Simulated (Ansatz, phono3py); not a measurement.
# Heat carried by phonons in KI (Fm-3m), part 3 of 4

How well does the lattice of KI conduct heat?

Experimental results on record:
- thermal conductivity 2.6 W/m/K near room temperature (given in “Combining the AFLOW GIBBS and Elastic Libraries to efficiently and robustly screen thermo-mechanical properties of solids”, 2017, arXiv:1611.05714)
- thermal conductivity 2.6 W/m/K near room temperature (given in “Predicting the lattice thermal conductivity of solids by solving the Boltzmann transport equation: AFLOW - AAPL an automated, accurate and efficient framework”, 2017, arXiv:1611.05481)

Ansatz 0.2.0; DFT LDA, scalar-relativistic, plane waves, PAW.

So far. Step 2 (A first coarse run): The start is under -1.3 GPa at this level and looks like an insulator or semiconductor on this mesh. Step 5 (Tight relaxation): The residual pressure is 2.1e-4 GPa, small enough for phonons. The relaxed cell has a = 6.817 Å (conventional setting).

### 7. Anharmonic force constants and conductivity

The supercell must be wider than twice the pair cutoff, and the number of displaced cells grows with the pairs inside it, which is where the cost lies.

Contents of input.yaml:

```yaml
crystal:
  lattice:
    - [0.0, 3.4087402359, 3.4087402359]
    - [3.4087402359, 0.0, 3.4087402359]
    - [3.4087402359, 3.4087402359, 0.0]
  atoms:
    - { symbol: K, position: [0.0, 0.0, 0.0] }
    - { symbol: I, position: [0.5, 0.5, 0.5] }
kpoints:
  mp_grid: { grid: [6, 6, 6] }
hamiltonian:
  xc: lda
scf:
  occupations: { method: fixed }
output:
  eigenvalues: true
phonons:
  method: fd
  dielectric: true
  qmesh: [6, 6, 6]
  temperatures: { t_max: 1000, t_step: 50 }
  qpath:
    path:
      - [[0.0, 0.0, 0.0], [0.5, 0.0, 0.5], [0.625, 0.25, 0.625]]
      - [[0.375, 0.375, 0.75], [0.0, 0.0, 0.0], [0.5, 0.5, 0.5], [0.5, 0.25, 0.75], [0.5, 0.0, 0.5]]
    npoints: 10
  third_order: { supercell: [3, 3, 3], pair_cutoff: 4.971 }
  lattice_thermal_conductivity:
    qmesh: [15, 15, 15]
    temperatures: [100.0, 150.0, 200.0, 300.0, 400.0, 500.0]
    isotope_mass_variance: [{ species: I, variance: 0.0 }, { species: K, variance: 0.000164 }]
```

Command:

```
> ansatz run input.yaml --threads 16 --pin off --max-ram 30720MiB --backend cpu --events-out ev --progress --plain --runs-dir out
```

Numbers of over 12 decimals in the logs are rounded to 6 here.

Output:

```text
Warning: phonons.dielectric: true without phonons.rigid_motions: the static dielectric tensor ε⁰ will be withheld (ε∞, Z* and the rows of modes are given); for a crystal or a slab, whose only rigid motions are the translations, set phonons.rigid_motions: translations
Warning: phonons.third_order: as it is cut ahead of every solve, the batch solves 75 displaced supercells where 50 would do. It runs under 48 of the 1296 operations that the crystal's space group holds on the batch's supercell: the run's FFT boxes carry no more. The force constants lose no accuracy. For the smaller batch, try basis.xc_grid above 1 where it is 1, a denser FFT box (accuracy: high where it is lower, or a larger basis.ecutrho_ratio), or the same crystal shifted so that one of its atoms lies at the cell's origin: each can bring back operations that the batch needs, and none is sure to; [rest of the remark cut]
[...]
Crystal: 12 atoms, lattice volume = 475.295 Å³
Basis set: ecut = 420 eV, 9217 PW (Γ), FFT grids on a1, −a1+a2+a3, −a1+a3
Bands: 94, of which v1, the nominal top of the filled ones, is band 78 counted from 1 (77 counted from 0)
Symmetry: 24 space group operations
k-points: 16 of 36
[...]
SCF iter   1: F=—  HF=-53130.582831 eV  |F-HF|=—  |Δ(HF+E_count)|=         —  Δρ=9.27e-8  dr2=4.92e-11  ethr=1.00e-12  ⟨swp⟩=3.0  Hψ=3847  notcnv=0
[...]
SCF iter   2: F=-53130.582831 eV  HF=-53130.582831 eV  |F-HF|=7.28e-12  |Δ(HF+E_count)|=  3.64e-11  Δρ=3.03e-8  dr2=2.24e-12  ethr=1.00e-12  ⟨swp⟩=4.0  Hψ=4425  notcnv=0
SCF 1 converged in 2 iterations: F = -53130.582831 eV  dr2 = 2.24e-12
[...]
Crystal: 2 atoms, lattice volume = 79.216 Å³
Basis set: ecut = 420 eV, 1471 PW (Γ), exchange–correlation on 72×72×72 points (8 copies of the dense FFT grid, shifted against one another)
Bands: 17, of which v1, the nominal top of the filled ones, is band 13 counted from 1 (12 counted from 0)
Symmetry: 48 space group operations
k-points: 30 of 216 (irreducible under 8 space group operations, time reversal used)
[...]
SCF iter   4: F=-8855.097139 eV  HF=-8855.097139 eV  |F-HF|=4.73e-11  |Δ(HF+E_count)|=  5.46e-11  Δρ=2.09e-7  dr2=7.10e-11  ethr=1.00e-12  ⟨swp⟩=6.0  Hψ=2413  notcnv=0
SCF 2 converged in 4 iterations: F = -8855.097139 eV  dr2 = 7.10e-11
[...]
NSCF: frozen V_eff on 2 k-points
DFPT response loops at Γ: preconditioner auto → none (the input reference at scf.mixing.eps_inf says where Resta's filter doesn't serve); β = 0.50; Broyden in place of MSR1
Symmetry: 2 space group operations
k-points: 16 of 36 (time reversal used)
[...]
SCF iter   7: F=-53130.582826 eV  HF=-53130.582826 eV  |F-HF|=1.46e-11  |Δ(HF+E_count)|=  7.28e-12  Δρ=1.31e-8  dr2=6.06e-13  ethr=1.00e-12  ⟨swp⟩=5.0  Hψ=6063  notcnv=0
SCF 3 converged in 7 iterations: F = -53130.582826 eV  dr2 = 6.06e-13
Symmetry: 1 space group operations
k-points: 20 of 36 (time reversal used)
[...]
SCF iter   7: F=-53130.582826 eV  HF=-53130.582826 eV  |F-HF|=1.46e-11  |Δ(HF+E_count)|=  1.46e-11  Δρ=1.30e-8  dr2=7.92e-13  ethr=1.00e-12  ⟨swp⟩=5.8  Hψ=7666  notcnv=0
SCF 4 converged in 7 iterations: F = -53130.582826 eV  dr2 = 7.92e-13
[...]
SCF iter   7: F=-53130.582826 eV  HF=-53130.582826 eV  |F-HF|=0.00e0  |Δ(HF+E_count)|=  2.18e-11  Δρ=1.38e-8  dr2=1.48e-12  ethr=1.00e-12  ⟨swp⟩=5.2  Hψ=5945  notcnv=0
SCF 5 converged in 7 iterations: F = -53130.582826 eV  dr2 = 1.48e-12
[...]
SCF iter   3: F=-53130.582826 eV  HF=-53130.582826 eV  |F-HF|=1.46e-11  |Δ(HF+E_count)|=  2.91e-11  Δρ=3.65e-8  dr2=9.43e-13  ethr=1.00e-12  ⟨swp⟩=5.0  Hψ=6196  notcnv=0
SCF 6 converged in 3 iterations: F = -53130.582826 eV  dr2 = 9.43e-13
[...]
SCF iter   7: F=-53130.582826 eV  HF=-53130.582826 eV  |F-HF|=7.28e-12  |Δ(HF+E_count)|=    0.00e0  Δρ=1.42e-8  dr2=1.61e-12  ethr=1.00e-12  ⟨swp⟩=5.5  Hψ=7469  notcnv=0
SCF 7 converged in 7 iterations: F = -53130.582826 eV  dr2 = 1.61e-12
[...]
SCF iter   3: F=-53130.582826 eV  HF=-53130.582826 eV  |F-HF|=7.28e-12  |Δ(HF+E_count)|=  2.91e-11  Δρ=3.58e-8  dr2=9.58e-13  ethr=1.00e-12  ⟨swp⟩=4.9  Hψ=7684  notcnv=0
SCF 8 converged in 3 iterations: F = -53130.582826 eV  dr2 = 9.58e-13
[...]
Basis set: ecut = 420 eV, 9227 PW (Γ), FFT grids on a1, a2, −3a1−3a2+a3
SCF iter   1: F=—  HF=-53130.582831 eV  |F-HF|=—  |Δ(HF+E_count)|=         —  Δρ=4.54e-8  dr2=2.05e-11  ethr=1.00e-12  ⟨swp⟩=3.0  Hψ=3597  notcnv=0
[...]
SCF 9 converged in 2 iterations: F = -53130.582831 eV  dr2 = 1.75e-12
[...]
SCF 10 converged in 7 iterations: F = -53130.582826 eV  dr2 = 2.65e-12
[...]
SCF 11 converged in 7 iterations: F = -53130.582826 eV  dr2 = 1.90e-12
Basis set: ecut = 420 eV, 9221 PW (Γ), FFT grids on a1, a1+a2, 2a1+a3
k-points: 15 of 36
[...]
SCF 12 converged in 2 iterations: F = -53130.582832 eV  dr2 = 1.32e-12
[...]
SCF 13 converged in 7 iterations: F = -53130.582826 eV  dr2 = 1.36e-12
k-points: 15 of 36 (time reversal used)
[...]
SCF 14 converged in 7 iterations: F = -53130.582826 eV  dr2 = 4.97e-13
[...]
SCF 15 converged in 7 iterations: F = -53130.582826 eV  dr2 = 1.21e-12
[...]
SCF 16 converged in 7 iterations: F = -53130.582826 eV  dr2 = 1.25e-12
Basis set: ecut = 420 eV, 9207 PW (Γ), FFT grids on a1, 2a1+a2−a3, −a1+a3
k-points: 13 of 36
[...]
SCF 17 converged in 2 iterations: F = -53130.582832 eV  dr2 = 2.23e-12
k-points: 13 of 36 (time reversal used)
[...]
SCF 18 converged in 7 iterations: F = -53130.582826 eV  dr2 = 1.11e-12
[...]
SCF 19 converged in 7 iterations: F = -53130.582826 eV  dr2 = 1.77e-12
[...]
SCF 20 converged in 7 iterations: F = -53130.582826 eV  dr2 = 1.59e-12
[...]
SCF 21 converged in 7 iterations: F = -53130.582826 eV  dr2 = 1.56e-12
Basis set: ecut = 420 eV, 9199 PW (Γ), FFT grids on a1, a2, −a1+a2+a3
[...]
SCF iter   7: F=-239087.621077 eV  HF=-239087.621077 eV  |F-HF|=1.16e-10  |Δ(HF+E_count)|=  5.82e-11  Δρ=1.10e-7  dr2=2.79e-10  ethr=1.00e-12  ⟨swp⟩=4.0  Hψ=10744  notcnv=0
SCF 116 converged in 7 iterations: F = -239087.621077 eV  dr2 = 2.79e-10
[...]
SCF iter   7: F=-239087.621147 eV  HF=-239087.621147 eV  |F-HF|=1.75e-10  |Δ(HF+E_count)|=  1.75e-10  Δρ=1.09e-7  dr2=2.71e-10  ethr=1.00e-12  ⟨swp⟩=4.0  Hψ=10752  notcnv=0
SCF 117 converged in 7 iterations: F = -239087.621147 eV  dr2 = 2.71e-10
[...]
SCF iter   7: F=-239087.621119 eV  HF=-239087.621119 eV  |F-HF|=2.33e-10  |Δ(HF+E_count)|=   1.28e-9  Δρ=1.25e-7  dr2=3.37e-10  ethr=1.00e-12  ⟨swp⟩=4.0  Hψ=10536  notcnv=0
SCF 118 converged in 7 iterations: F = -239087.621119 eV  dr2 = 3.37e-10
[...]
SCF iter   7: F=-239087.621095 eV  HF=-239087.621095 eV  |F-HF|=3.20e-10  |Δ(HF+E_count)|=   1.14e-9  Δρ=1.26e-7  dr2=3.44e-10  ethr=1.00e-12  ⟨swp⟩=4.0  Hψ=10536  notcnv=0
SCF 119 converged in 7 iterations: F = -239087.621095 eV  dr2 = 3.44e-10
[...]
SCF iter   7: F=-239087.621126 eV  HF=-239087.621126 eV  |F-HF|=2.33e-10  |Δ(HF+E_count)|=   1.22e-9  Δρ=1.24e-7  dr2=3.39e-10  ethr=1.00e-12  ⟨swp⟩=4.0  Hψ=10536  notcnv=0
SCF 120 converged in 7 iterations: F = -239087.621126 eV  dr2 = 3.39e-10
[...]
SCF iter   7: F=-239087.621088 eV  HF=-239087.621088 eV  |F-HF|=2.04e-10  |Δ(HF+E_count)|=   1.14e-9  Δρ=1.14e-7  dr2=2.69e-10  ethr=1.00e-12  ⟨swp⟩=4.0  Hψ=10536  notcnv=0
SCF 121 converged in 7 iterations: F = -239087.621088 eV  dr2 = 2.69e-10
[...]
SCF iter   7: F=-239087.621125 eV  HF=-239087.621125 eV  |F-HF|=2.33e-10  |Δ(HF+E_count)|=   1.51e-9  Δρ=1.15e-7  dr2=2.83e-10  ethr=1.00e-12  ⟨swp⟩=4.0  Hψ=10496  notcnv=0
SCF 122 converged in 7 iterations: F = -239087.621125 eV  dr2 = 2.83e-10
[...]
SCF iter   7: F=-239087.621088 eV  HF=-239087.621088 eV  |F-HF|=1.75e-10  |Δ(HF+E_count)|=   1.02e-9  Δρ=1.27e-7  dr2=3.50e-10  ethr=1.00e-12  ⟨swp⟩=4.0  Hψ=10536  notcnv=0
SCF 123 converged in 7 iterations: F = -239087.621088 eV  dr2 = 3.50e-10
SCF converged after 2 iterations
Free energy (F): -53130.582831 eV
[...]
Internal energy: -53130.582831 eV  (E = F + TS)
E sigma→0 (E₀):  -53130.582831 eV
Fermi energy:    2.900496 eV
[...]
--- Band table (eV; the first three rows and the last of 16) ---
  k-point 0: bands = [... 74 lower, 2.5479, 2.9005, 2.9005, 2.9005, 6.7698, 7.4023, 8.1251, 8.1251, ... 12 higher]
  k-point 1: bands = [... 74 lower, 2.5885, 2.6144, 2.7625, 2.7625, 7.6279, 7.6967, 8.1251, 8.2490, ... 12 higher]
  k-point 2: bands = [... 74 lower, 2.7751, 2.7751, 2.7751, 2.7751, 7.4741, 7.4741, 7.8728, 7.8728, ... 12 higher]
  k-point 15: bands = [... 74 lower, 2.4095, 2.4095, 2.4471, 2.4471, 8.2590, 8.2590, 8.4946, 8.4946, ... 12 higher]
--- Phonons: 35 displaced members + 10 references (amplitude of the first 0.0025 Å, Σ member SCF iterations 233) ---
  ASR residual: 1.235e-3 → 0.000e0 eV/Å²; symmetrization residual: 5.006e-4 eV/Å²
  largest component of a force at the reference: 8.8e-24 eV/Å
  ASR residual per site (eV/Å²): 3.28e-4 1.23e-3
  Γ frequencies (cm⁻¹): 0.00 0.00 0.00 114.87 114.87 114.87
  Unit cell's response to a homogeneous field, on a k mesh of 6×6×6: 1 representative field direction (Σ response iterations 8)
  ε∞ (high-frequency dielectric tensor):
        3.119589    -0.000000     0.000000
        0.000000     3.119589    -0.000000
        0.000000    -0.000000     3.119589
  ε⁰ (static dielectric tensor): not given — the deck does not say what the cell's rigid motions are, and on a molecule in a box or a wire the rigid rotations would enter the sum over the modes at Γ. For a crystal or a slab, whose only rigid motions are the translations, set phonons.rigid_motions: translations.
  Born effective charges Z* (e; rows j = field, columns β = displacement):
    site 0:
         1.10534    0.00000   -0.00000
        -0.00000    1.10534   -0.00000
        -0.00000   -0.00000    1.10534
    site 1:
        -1.10534   -0.00000    0.00000
         0.00000   -1.10534    0.00000
         0.00000    0.00000   -1.10534
  Z* charge neutrality: 2.779e-5 e pre-enforcement
  k-mesh period / interband length: 28.9 Å / 1.70 Å = 16.98 at k = (0.0000, 0.0000, 0.0000), direct gap 3.869 eV — 14 or more, which is no proof of convergence
  optical modes at Γ without the LO–TO term, one row a degenerate level:
      ω (cm⁻¹)  modes    IR ((D/Å)²/amu)
        114.87      3             2.8292
  optical modes at Γ + LO–TO along q̂ = [1.0000, 0.0000, 0.0000]:
      ω (cm⁻¹)  modes    IR ((D/Å)²/amu)
        114.87      2             1.8861
        146.06      1             0.9431
  optical modes at Γ + LO–TO along q̂ = [0.0000, 1.0000, 0.0000]:
      ω (cm⁻¹)  modes    IR ((D/Å)²/amu)
        114.87      2             1.8861
        146.06      1             0.9431
  optical modes at Γ + LO–TO along q̂ = [0.0000, 0.0000, 1.0000]:
      ω (cm⁻¹)  modes    IR ((D/Å)²/amu)
        114.87      2             1.8861
        146.06      1             0.9431
--- Phonons (by wavevector): 16 wavevectors in 10 supercells ---
  supercell 1 (6 cells, vectors [1, 0, 0], [0, 3, -3], [0, 0, 2] in multiples of the cell's): 6 displaced members by 0.0025 Å; free energy -53130.582831 eV; taken off its force constants: by the sum rule 3.9e-4, by the symmetrisation 1.2e-4 eV/Å²
  symmetry images taken by strict's conditions (phonons.symmetry_images: auto; settled by no image being taken that strict refuses)
[...]
q = [0.0000, 0.0000, 0.0000] (star 1, supercell 1; hermiticity 1.21e-16, symmetrization 2.70e-5): -0.00 0.00 0.00 114.87 114.87 114.87
[...]
joined force constants: q→R imaginary residual 1.74e-18
  density of states and harmonic sums: on the 18×18×18 q-mesh, interpolated from the force constants of a 6×6×6 supercell (with the dipole–dipole term)
  largest difference from the sums on the solved wave vectors: F 4.95e-3 eV, S 6.10e-6 and C_V 1.15e-6 eV/K
  zero-point energy: 0.030863 eV/cell   skipped modes (ω ≤ 0): 3   left out of the sums: 8.57e-5 of the cell's modes: C_V's classical limit lies that fraction below 3 k_B per atom; for a crystal, a wire or a layer, F and S can be off by more, and a phonons.interpolated_qmesh denser along its periods is the remedy for the sampling
--- Third-order force constants: 75 member SCFs in a 3×3×3 supercell (pair cutoff 4.971 Å, amplitude 0.03 Å, SCF threshold 1.00e-9 eV, Σ member SCF iterations 525) ---
[...]
sum-rule residual: 1.671e-2 → 4.432e-16 eV/Å³; symmetrization residual: 6.420e-3 eV/Å³; largest sum-rule correction relative to its orbit: 1.472e-1, on the orbit of the block of home site 1 with site 1 of cell (-1, 0, 0) and site 1 of cell (-1, 0, 0), whose norm before the correction was 1.076e-1 eV/Å³
--- Lattice thermal conductivity: 15×15×15 mesh (120 irreducible points), tetrahedron method ---
  three-phonon and isotope scattering only; four-phonon, boundary and, in a metal, phonon-electron scattering are left out
  each conductivity is what the modes' populations carry and what the coherences between them add
  conductivity (a third of the tensor's trace), W/(m K), in the relaxation-time approximation and from the full solution:
       T (K)   relaxation time   full solution  iterations             ending  least Ritz value
      100.00           19.7408         21.7491           9          converged          5.758e-1
      150.00           12.6852         13.9663           9          converged          5.650e-1
      200.00            9.3998         10.3499           9          converged          5.595e-1
      300.00            6.2282          6.8592           9          converged          5.539e-1
      400.00            4.6747          5.1484           9          converged          5.511e-1
      500.00            3.7510          4.1304           9          converged          5.493e-1
```

Run time: 40 min. Hardware: 16 threads of Arm Neoverse V2, shared host; peak memory 27 GiB; 10 h of CPU time.

Numbers from this step:

```
Γ frequencies                              : 0, 0, 0, 114.9, 114.9, 114.9 cm⁻¹ (negative: imaginary)
lowest frequency on the path               : 0 cm⁻¹
zero-point energy                          : 0.03086 eV/cell
point group                                : m-3m
highest frequency                          : 146.1 cm⁻¹
Debye temperature from the second moment   : 169 K
κ at 300 K (relaxation time)               : 6.228 W/m/K
κ at 300 K (full solution)                 : 6.859 W/m/K
dipole term                                : run
mean free path at half of κ                : 41.4 nm
share of κ above the three lowest branches : 0.02
third-order blocks                         : 350
periodic aliases dropped                   : 24
largest relative sum-rule correction       : 0.1472
displaced cells, third order               : 75
```

LO-TO term included. The phonon branches at the labelled points (cm⁻¹):

| point | branch 1 | branch 2 | branch 3 | branch 4 | branch 5 | branch 6 |
| --- | --- | --- | --- | --- | --- | --- |
| Γ | 0 | 0 | 0 | 115 | 115 | 146 |
| halfway | 21 | 21 | 66 | 117 | 117 | 124 |
| X | 28 | 28 | 47 | 119 | 119 | 124 |
| halfway | 33 | 37 | 46 | 117 | 119 | 124 |
| U | 44 | 44 | 53 | 112 | 121 | 123 |
| jump to K | 44 | 44 | 53 | 112 | 121 | 123 |
| halfway | 26 | 52 | 59 | 105 | 118 | 135 |
| Γ | 0 | 0 | 0 | 115 | 115 | 146 |
| halfway | 39 | 39 | 48 | 110 | 110 | 143 |
| L | 59 | 59 | 70 | 103 | 103 | 139 |
| halfway | 51 | 52 | 64 | 107 | 114 | 129 |
| W | 40 | 40 | 62 | 112 | 122 | 122 |
| halfway | 32 | 45 | 47 | 116 | 120 | 123 |
| X | 28 | 28 | 47 | 119 | 119 | 124 |

The phonon branches as a text plot (rows in cm⁻¹):

```
    143 |***                      *************
    137 |   *                   **             ******
    131 |    **                *                     **
    125 |      *  *************                        *** ******
    119 |   *************** *********                  **********
    113 |***            ***       ***********        ** ******
    107 |                  **   **           ***  ******
    100 |                    ***                ***
     94 |
     88 |
     82 |
     76 |
     70 |       *            **                 ****
     64 |      * *         **  *              **    ********
     58 |    **   **        *****            * ******       *
     52 |           *    ***    **            *      **      *
     46 |   *        ******      *          **         **   *****
     40 |              *** **     **       **            ***  *
     33 |  *           *     **   **       *                ****
     27 |        ******        **   *     *                    **
     21 |      **                *  *    *
     15 | * ***                   ** *   *
      9 |  *                        **  *
      3 |**                          ***
         Γ           X  U|K            Γ         L        W     X
```

W/m/K. Kappa, by row:

| T (K) | RTA xx | RTA yy | RTA zz | full xx | full yy | full zz | coherence part xx | coherence part yy | coherence part zz | ending | iterations | least Ritz value |
| --- | --- | --- | --- | --- | --- | --- | --- | --- | --- | --- | --- | --- |
| 100 | 19.74 | 19.74 | 19.74 | 21.75 | 21.75 | 21.75 | 0.01772 | 0.01772 | 0.01772 | converged | 9 | 0.576 |
| 150 | 12.69 | 12.69 | 12.69 | 13.97 | 13.97 | 13.97 | 0.02509 | 0.02509 | 0.02509 | converged | 9 | 0.565 |
| 200 | 9.4 | 9.4 | 9.4 | 10.35 | 10.35 | 10.35 | 0.03108 | 0.03108 | 0.03108 | converged | 9 | 0.56 |
| 300 | 6.228 | 6.228 | 6.228 | 6.859 | 6.859 | 6.859 | 0.041 | 0.041 | 0.041 | converged | 9 | 0.554 |
| 400 | 4.675 | 4.675 | 4.675 | 5.148 | 5.148 | 5.148 | 0.04906 | 0.04906 | 0.04906 | converged | 9 | 0.551 |
| 500 | 3.751 | 3.751 | 3.751 | 4.13 | 4.13 | 4.13 | 0.05567 | 0.05567 | 0.05567 | converged | 9 | 0.549 |

Table of lattice thermal conductivity by temperature:

| temperature (K) | RTA xx (W/m/K) | full xx (W/m/K) |
| --- | --- | --- |
| 100 | 19.7 | 21.8 |
| 150 | 12.7 | 14.0 |
| 200 | 9.4 | 10.3 |
| 300 | 6.23 | 6.86 |
| 400 | 4.67 | 5.15 |
| 500 | 3.75 | 4.13 |

The modes has structure finer than the step of the table below, so its rows give means over 5 cm⁻¹, whole bins alone (the curve runs from -10 to 160 cm⁻¹). Peaks (cm⁻¹: height): I 56.4: 0.0821, 63.8: 0.0787, 116.3: 0.0241; K 116.3: 0.107.

Phonopy on the run's constants, 15x15x15 mesh, Gaussian sigma 2.0 cm⁻¹. Modes against wavenumber; means over each step; values in 1/cm⁻¹/cell:

| wavenumber (cm⁻¹) | I | K |
| --- | --- | --- |
| -5 | 1.5e-5 | 4.3e-6 |
| 0 | 1.2e-4 | 3.6e-5 |
| 5 | 5.1e-4 | 1.5e-4 |
| 10 | 0.00198 | 5.9e-4 |
| 15 | 0.00508 | 0.00149 |
| 20 | 0.00975 | 0.00276 |
| 25 | 0.0203 | 0.00548 |
| 30 | 0.0344 | 0.00877 |
| 35 | 0.0431 | 0.0101 |
| 40 | 0.0515 | 0.0109 |
| 45 | 0.0603 | 0.0109 |
| 50 | 0.0634 | 0.00872 |
| 55 | 0.0759 | 0.00599 |
| 60 | 0.0720 | 0.00362 |
| 65 | 0.0710 | 0.00252 |
| 70 | 0.0181 | 4.3e-4 |
| 75 | 2.5e-4 | 4.0e-6 |
| 80 | 0 | 0 |
| 85 | 0 | 0 |
| 90 | 0 | 0 |
| 95 | 1.0e-6 | 7.8e-5 |
| 100 | 3.7e-4 | 0.0115 |
| 105 | 0.00470 | 0.0672 |
| 110 | 0.0126 | 0.0929 |
| 115 | 0.0217 | 0.104 |
| 120 | 0.0173 | 0.0854 |
| 125 | 0.00737 | 0.0663 |
| 130 | 0.00261 | 0.0423 |
| 135 | 0.00232 | 0.0328 |
| 140 | 0.00236 | 0.0198 |
| 145 | 0.00115 | 0.00537 |
| 150 | 6.7e-5 | 2.5e-4 |
| 155 | 0 | 2.0e-7 |

Distinct triplets, nearest first. Third order norms, by row:

| sites | side 1 (Å) | side 2 (Å) | side 3 (Å) | norm of the 27 components (eV/Å³) |
| --- | --- | --- | --- | --- |
| K-K-K | 0 | 0 | 0 | 0 |
| I-I-I | 0 | 0 | 0 | 0 |
| K-I-I | 0 | 3.41 | 3.41 | 3.392 |
| K-I-K | 0 | 3.41 | 3.41 | 3.463 |
| K-I-I | 3.41 | 3.41 | 4.82 | 0.021 |
| K-I-K | 3.41 | 3.41 | 4.82 | 0.034 |
| K-K-K | 0 | 4.82 | 4.82 | 0.143 |
| K-K-K | 4.82 | 4.82 | 4.82 | 0.004 |
| I-I-I | 0 | 4.82 | 4.82 | 0.11 |
| I-I-I | 4.82 | 4.82 | 4.82 | 0.016 |

Born charge (rows field, columns displacement) (e), principal values of the symmetric part by kind of site:

| atom | atoms with these values | low | middle | high | mean |
| --- | --- | --- | --- | --- | --- |
| K1 | 1 | 1.11 | 1.11 | 1.11 | 1.11 |
| I2 | 1 | -1.11 | -1.11 | -1.11 | -1.11 |

In full for K1:

```
1.11 0.00 0.00
0.00 1.11 0.00
0.00 0.00 1.11
```

RTA, 300 K. Kappa by branch, by row:

| branch (by rank) | mean frequency (THz) | mean rms speed (km/s) | median lifetime (ps) | share of kappa |
| --- | --- | --- | --- | --- |
| 1 | 1.1 | 1.3 | 21.8 | 0.42 |
| 2 | 1.4 | 1.39 | 11.5 | 0.409 |
| 3 | 1.79 | 1.1 | 4.41 | 0.151 |
| 4 | 3.28 | 0.56 | 1.86 | 0.006 |
| 5 | 3.47 | 0.53 | 2.41 | 0.007 |
| 6 | 3.89 | 0.66 | 1.66 | 0.007 |

[end of part 3 of 4]

[Logs are printed without paths, hosts, clocks, repeated set-up lines and the standing remarks that a program may print on its own settings, such as how far it seeks lower states.]

[Hosts, paths, dates, database ids (printed as entryN), source tags and the programs' standing remarks are cut or masked in the printed files.]

[A step with changed settings may run another functional than the one named; its input shows which.]
